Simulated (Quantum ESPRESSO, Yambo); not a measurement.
# Quasiparticle gap of BiOBr (P4/nmm) in Yambo, part 2 of 3

How does a plane-wave GW calculation on BiOBr (P4/nmm) run from the first input to the gap?

Quantum ESPRESSO 7.5 and Yambo 5.3.0; PBEsol and many-body steps on it, plane waves. Known limits of the many-body steps: not at the basis limit; no spin-orbit coupling; coarse k mesh.

So far. Step 2 (Ground state): The gap is indirect, with the least direct gap 0.13 eV higher. Step 3 (Bands along the symmetry lines): The gap is 2.097 eV, −0.054 eV from the run before at this level.

The database entry behind the starting cell differs from later determinations by our own check (0.1 to 0.3 % short, probably kX units), so it need not match the best structure at ambient conditions.

## Step 4: Empty states on the mesh, 4×4×2 mesh, 562 bands

Level of this step: DFT, PBEsol, plane waves, norm-conserving pseudopotentials (Quantum ESPRESSO).

The sums over transitions need many empty states on a uniform mesh; this step solves for them.

pw.in

```
&control
  calculation = 'nscf'
  prefix = 'x'
  outdir = 'o'
  pseudo_dir = 'pseudo'
/
&system
  ibrav = 0
  nat = 6
  ntyp = 3
  ecutwfc = 72.0
  nbnd = 562
  force_symmorphic = .true.
/
&electrons
  conv_thr = 1e-9
  electron_maxstep = 80
  diago_full_acc = .true.
  diago_thr_init = 5e-6
/
ATOMIC_SPECIES
  Bi 208.98 Bi.upf
  Br 79.904 Br.upf
  O 15.999 O.upf
CELL_PARAMETERS angstrom
  3.9160000000 0.0000000000 0.0000000000
  0.0000000000 3.9160000000 0.0000000000
  0.0000000000 0.0000000000 8.0770000000
ATOMIC_POSITIONS crystal
  Bi 0.0000000000 0.5000000000 0.1540000000
  Bi 0.5000000000 0.0000000000 0.8460000000
  Br 0.0000000000 0.5000000000 0.6530000000
  Br 0.5000000000 0.0000000000 0.3470000000
  O 0.0000000000 0.0000000000 0.0000000000
  O 0.5000000000 0.5000000000 0.0000000000
K_POINTS automatic
  4 4 2 0 0 0
```

Command:

```sh
OMP_NUM_THREADS=1 mpirun -n 16 pw.x -nk 4 -in pw.in > pw.out
```

The log of the run:

```text
[banner, memory and clock lines left out]
Program PWSCF v.7.5 starts

     Atomic positions and unit cell read from directory:
     o/x.save/

     Message from routine setup:
     using ibrav=0 with symmetry is DISCOURAGED, use correct ibrav instead

     bravais-lattice index     =            0
     lattice parameter (alat)  =       7.4002  a.u.
     unit-cell volume          =     835.8571 (a.u.)^3
     number of atoms/cell      =            6
     number of atomic types    =            3
     number of electrons       =        92.00
     number of Kohn-Sham states=          562
     kinetic-energy cutoff     =      72.0000  Ry
     charge density cutoff     =     288.0000  Ry
     Exchange-correlation= PBESOL
                           (   1   4  10   8   0   0   0)

     celldm(1)=   7.400168  celldm(2)=   0.000000  celldm(3)=   0.000000
     celldm(4)=   0.000000  celldm(5)=   0.000000  celldm(6)=   0.000000

     crystal axes: (cart. coord. in units of alat)
               a(1) = (   1.000000   0.000000   0.000000 )
               a(2) = (   0.000000   1.000000   0.000000 )
               a(3) = (   0.000000   0.000000   2.062564 )

     reciprocal axes: (cart. coord. in units 2 pi/alat)
               b(1) = (  1.000000  0.000000  0.000000 )
               b(2) = (  0.000000  1.000000  0.000000 )
               b(3) = (  0.000000  0.000000  0.484833 )
     Pseudo is Norm-conserving + core correction, Zval = 23.0
     Generated using ONCVPSP code by D. R. Hamann
     Using radial grid of 1472 points,  6 beta functions with:
     Pseudo is Norm-conserving + core correction, Zval = 17.0
     Generated using ONCVPSP code by D. R. Hamann
     Using radial grid of 1098 points,  6 beta functions with:
     Pseudo is Norm-conserving + core correction, Zval =  6.0
     Generated using ONCVPSP code by D. R. Hamann
     Using radial grid of  936 points,  5 beta functions with:
     Bi               23.00   208.98000     Bi( 1.00)
     Br               17.00    79.90400     Br( 1.00)
     O                 6.00    15.99900     O ( 1.00)

      8 Sym. Ops. (no inversion) found

   Cartesian axes

     site n.     atom                  positions (alat units)
         1        Bi     tau(   1) = (   0.0000000   0.5000000   0.3176348  )
         2        Bi     tau(   2) = (   0.5000000   0.0000000   1.7449290  )
         3        Br     tau(   3) = (   0.0000000   0.5000000   1.3468542  )
         4        Br     tau(   4) = (   0.5000000   0.0000000   0.7157097  )
         5        O      tau(   5) = (   0.0000000   0.0000000   0.0000000  )
         6        O      tau(   6) = (   0.5000000   0.5000000   0.0000000  )

     number of k points=    12
                       cart. coord. in units 2pi/alat
        k(    1) = (   0.0000000   0.0000000   0.0000000), wk =   0.0625000
        k(    2) = (   0.0000000   0.0000000  -0.2424167), wk =   0.0625000
        k(    3) = (   0.0000000   0.2500000   0.0000000), wk =   0.2500000
[...]
k(   11) = (  -0.5000000  -0.5000000   0.0000000), wk =   0.0625000
        k(   12) = (  -0.5000000  -0.5000000  -0.2424167), wk =   0.0625000

     Dense  grid:    68823 G-vectors     FFT dimensions: (  40,  40,  90)

     The potential is recalculated from file :
     o/x.save/charge-density

     Starting wfcs are   52 randomized atomic wfcs +  510 random wfcs

     Band Structure Calculation

     End of band structure calculation

          k = 0.0000 0.0000 0.0000 (  8529 PWs)   bands (ev):

  -142.9451-142.9449 -80.9840 -80.9838 -80.9718 -80.9718 -80.9717 -80.9717
   -49.5768 -49.5768 -49.5760 -49.5759 -49.5510 -49.5510 -49.5509 -49.5509
   -49.5424 -49.5423 -12.5076 -12.3090 -12.3090 -12.2974 -12.2961 -12.2621
   -12.2449 -12.2364 -12.2364 -12.2155  -8.9508  -6.3845  -4.0301  -3.8147
[...]
[... 59 further rows ...]
[...]
152.4171 152.5235

          k = 0.0000 0.0000-0.2424 (  8562 PWs)   bands (ev):

  -142.9451-142.9451 -80.9840 -80.9838 -80.9718 -80.9718 -80.9717 -80.9717
[...]
[... 59 further rows ...]
[...]
150.2178 150.3910

          k = 0.0000 0.2500 0.0000 (  8592 PWs)   bands (ev):

  -142.9453-142.9452 -80.9840 -80.9838 -80.9718 -80.9718 -80.9717 -80.9717
[...]
27.3910  27.4555  28.1560  29.3508  29.4627  30.1822  31.3126  31.4957
     [... 59 further rows ...]
   150.0038 150.0154 150.4456 150.4705 150.5938 150.6985 151.0787 151.1916
   151.2312 151.2612

          k = 0.0000 0.2500-0.2424 (  8622 PWs)   bands (ev):

     [... further k-points ...]

     highest occupied, lowest unoccupied level (ev):     9.5492   11.7617

     XML data file, pseudopotentials, collected wavefunctions
```

Elapsed: 2.3 min, on 16 MPI ranks of Arm Neoverse V2, shared host; peak memory 3.2 GiB; 36 min of CPU time.

Numbers from this step:

```yaml
gap: 2.212 eV
k_of_the_valence_top: 0, -0.5, -0.5
k_of_the_conduction_bottom: 0, 0, -0.5
least_direct_gap: 2.277 eV
k_points_computed: 12
lowest_point_of_the_top_converged_band_above_the_valence_top: 138.8129 eV
```

On this mesh the gap is 2.212 eV. The earlier step found 2.150 eV, so this mesh misses an edge.

## Step 5: Conversion and set-up

This step: Yambo 5.3.0; conversion and set-up on PBEsol, plane waves, norm-conserving pseudopotentials.

The states are converted to the many-body program's format and the q mesh is built.

Command:

```sh
(cd o/x.save; p2y > p2y.log; mv SAVE ../..); yambo > setup.log
```

The log of the run:

```text
 Yambo, version 5.3.0

 [02] CORE Variables Setup
 =========================

  [02.01] Unit cells
  ==================

  Cell kind             :  Unknown
  Atoms in the cell     :  Bi  Br  O
  number of Bi atoms    :  2
  number of Br atoms    :  2
  number of O  atoms    :  2

  List of atomic masses
  Mass of Bi    :  208.9800
  Mass of Br    :  79.90400
  Mass of O     :  15.99900

  List of atomic coordinates    : [cc]
  Bi1       :  0.000000  3.700084  2.350551  order 1
  Bi2       :   3.70008   0.00000  12.91277  order 2
  Br1       :  0.000000  3.700084  9.966947  order 3
  Br2       :  3.700084  0.000000  5.296371  order 4
  O1       :  0.000000  0.000000  0.000000  order 5
  O2       :  3.700084  3.700084  0.000000  order 6

  Alat factors          :   7.40017   7.40017  15.26332 [a.u.]
  Direct lattice volume :  835.8571 [a.u.]
  Direct lattice vectors:  A[ 1 ]  A[ 2 ]  A[ 3 ]
   A[ 1 ]:  1.000000  0.000000  0.000000  [iru]
   7.400168  0.000000  0.000000  [cc]
   A[ 2 ]:  0.000000  1.000000  0.000000  [iru]
   0.000000  7.400168  0.000000  [cc]
   A[ 3 ]:  0.000000  0.000000  1.000000  [iru]
    0.00000   0.00000  15.26332  [cc]

  Recip. lattice volume :  0.296761 [a.u.]
  Recip. lattice vectors:  B[ 1 ]  B[ 2 ]  B[ 3 ]
   B[ 1 ]:  1.000000  0.000000  0.000000  [iku]
   0.849060  0.000000  0.000000  [cc]
   B[ 2 ]:  0.000000  1.000000  0.000000  [iku]
   0.000000  0.849060  0.000000  [cc]
   B[ 3 ]:  0.000000  0.000000  1.000000  [iku]
   0.000000  0.000000  0.411653  [cc]

  [02.02] Symmetries
  ==================

  Inversion symmetry    : yes
  Spatial inversion     : no
  Inversion index       :   9
  K-space Time-reversal : yes
  Magnetic symmetries   : no
  Time-reversal derived K-space symmetries:   9  16
  Group table correct   : yes
  Symmetries units      :  [cc]

   [S  1]:  1.000000  0.000000  0.000000  0.000000  1.000000  0.000000  0.000000  0.000000  1.000000
   [S  2]: -1.000000  0.000000  0.000000  0.000000 -1.000000  0.000000  0.000000  0.000000  1.000000
   [S  3]:  0.000000  1.000000  0.000000  1.000000  0.000000  0.000000  0.000000  0.000000 -1.000000
[...]
[S  7]:  0.000000  1.000000  0.000000 -1.000000  0.000000  0.000000  0.000000  0.000000 -1.000000
   [S  8]:  0.000000 -1.000000  0.000000  1.000000  0.000000  0.000000  0.000000  0.000000 -1.000000
   [S* 9]: -1.000000 -0.000000 -0.000000 -0.000000 -1.000000 -0.000000 -0.000000 -0.000000 -1.000000
   [S*10]:  1.000000 -0.000000 -0.000000 -0.000000  1.000000 -0.000000 -0.000000 -0.000000 -1.000000
     [... 4 further rows ...]
   [S*15]: -0.000000 -1.000000 -0.000000  1.000000 -0.000000 -0.000000 -0.000000 -0.000000  1.000000
   [S*16]: -0.000000  1.000000 -0.000000 -1.000000 -0.000000 -0.000000 -0.000000 -0.000000  1.000000

  [02.03] Reciprocal space
  ========================

  nG shells         :   4208
  nG charge         :   68823
[...]
WF components:   8562
  K [ 3]         [rlu]:  0.000000  0.250000  0.000000
         WF components:   8592
[...]
K [ 8]         [rlu]:  0.250000  0.250000 -0.500000
[...]
K [ 9]         [rlu]:  0.250000 -0.500000  0.000000
[...]
K [10]         [rlu]:  0.250000 -0.500000 -0.500000
[...]
K [11]         [rlu]: -0.500000 -0.500000  0.000000
         WF components:   8612
  K [12]         [rlu]: -0.500000 -0.500000 -0.500000
         WF components:   8680

  [02.05] Energies & Occupations
  ==============================

  [X] === General ===
  [X] Electronic Temperature                        :  0.000000  0.000000 [eV K]
  [X] Bosonic    Temperature                        :  0.000000  0.000000 [eV K]
  [X] Finite Temperature mode                       : no
  [X] El. density                                   :  0.74277E+24 [cm-3]
  [X] Fermi Level                                   :  9.549158 [eV]

  [X] === Gaps and Widths ===
  [X] Conduction Band Min                           :  2.212491 [eV]
  [X] Valence Band Max                              :  0.000000 [eV]
  [X] Filled Bands                                  :   46
  [X] Empty Bands                                   :    47   562
  [X] Direct Gap                                    :  2.276783 [eV]
  [X] Direct Gap localized at k                     :  2
  [X] Indirect Gap                                  :  2.212491 [eV]
  [X] Indirect Gap between kpts                     :   6   2
  [X] Last valence band width                       :  0.932722 [eV]
  [X] 1st conduction band width                     :  2.180240 [eV]

  E @ K [ 1]:  [eV]
  -152.4942 -152.4941  -90.5332  -90.5329  -90.5210  -90.5210  -90.5208  -90.5208
[...]
occ @ K [ 1]
[...]
E @ K [ 2]:  [eV]
[...]
occ @ K [ 2]
[...]
E @ K [ 3]:  [eV]
[...]
occ @ K [ 3]
[...]
E @ K [ 8]:  [eV]
[...]
occ @ K [ 8]
[...]
E @ K [ 9]:  [eV]
[...]
occ @ K [ 9]
[...]
E @ K [10]:  [eV]
[...]
occ @ K [10]
[...]
E @ K [11]:  [eV]
[...]
occ @ K [11]
[...]
E @ K [12]:  [eV]
[...]
occ @ K [12]
[...]
0.000000  0.000000  0.000000  0.000000  0.000000  0.000000  0.000000  0.000000
   0.000000  0.000000  0.000000  0.000000  0.000000  0.000000  0.000000  0.000000

 [03] Transferred momenta grid and indexing
 ==========================================

 IBZ Q-points                                      :  12
 BZ  Q-points                                      :   32

 K/Q-points units:
 rlu = crystal or reduced units; cc = cartesian coordinates; iku = interal k-units

 Q [ 1]         [rlu]:  0.000000  0.000000  0.000000
 Q [ 2]         [rlu]:  0.000000  0.000000 -0.500000
 Q [ 3]         [rlu]:  0.000000  0.250000  0.000000
[...]
Q [ 8]         [rlu]:  0.250000  0.250000 -0.500000
 Q [ 9]         [rlu]:  0.250000 -0.500000  0.000000
 Q [10]         [rlu]:  0.250000 -0.500000 -0.500000
 Q [11]         [rlu]: -0.500000 -0.500000  0.000000
 Q [12]         [rlu]: -0.500000 -0.500000 -0.500000

  [03.01] X indexes
  =================

   [03.01.01] Sigma indexes
   ========================

 [06] Game Over & Game summary
```

Wall time 3.6 s (1 MPI rank); peak memory 0.25 GiB.

(Part 2 of 3 ends here.)

[Paths, hosts, dates, memory and timing lines, banners, echoed tables and standing remarks are left out of the program output.]

[Logs are printed without paths, hosts, clocks, repeated set-up lines and the standing remarks that a program may print on its own settings, such as how far it seeks lower states.]

[Runs of the session that timed out or met a known fault of the program may be left out.]

[Hosts, paths, dates, database ids (printed as entryN), source tags and the programs' standing remarks are cut or masked in the printed files.]
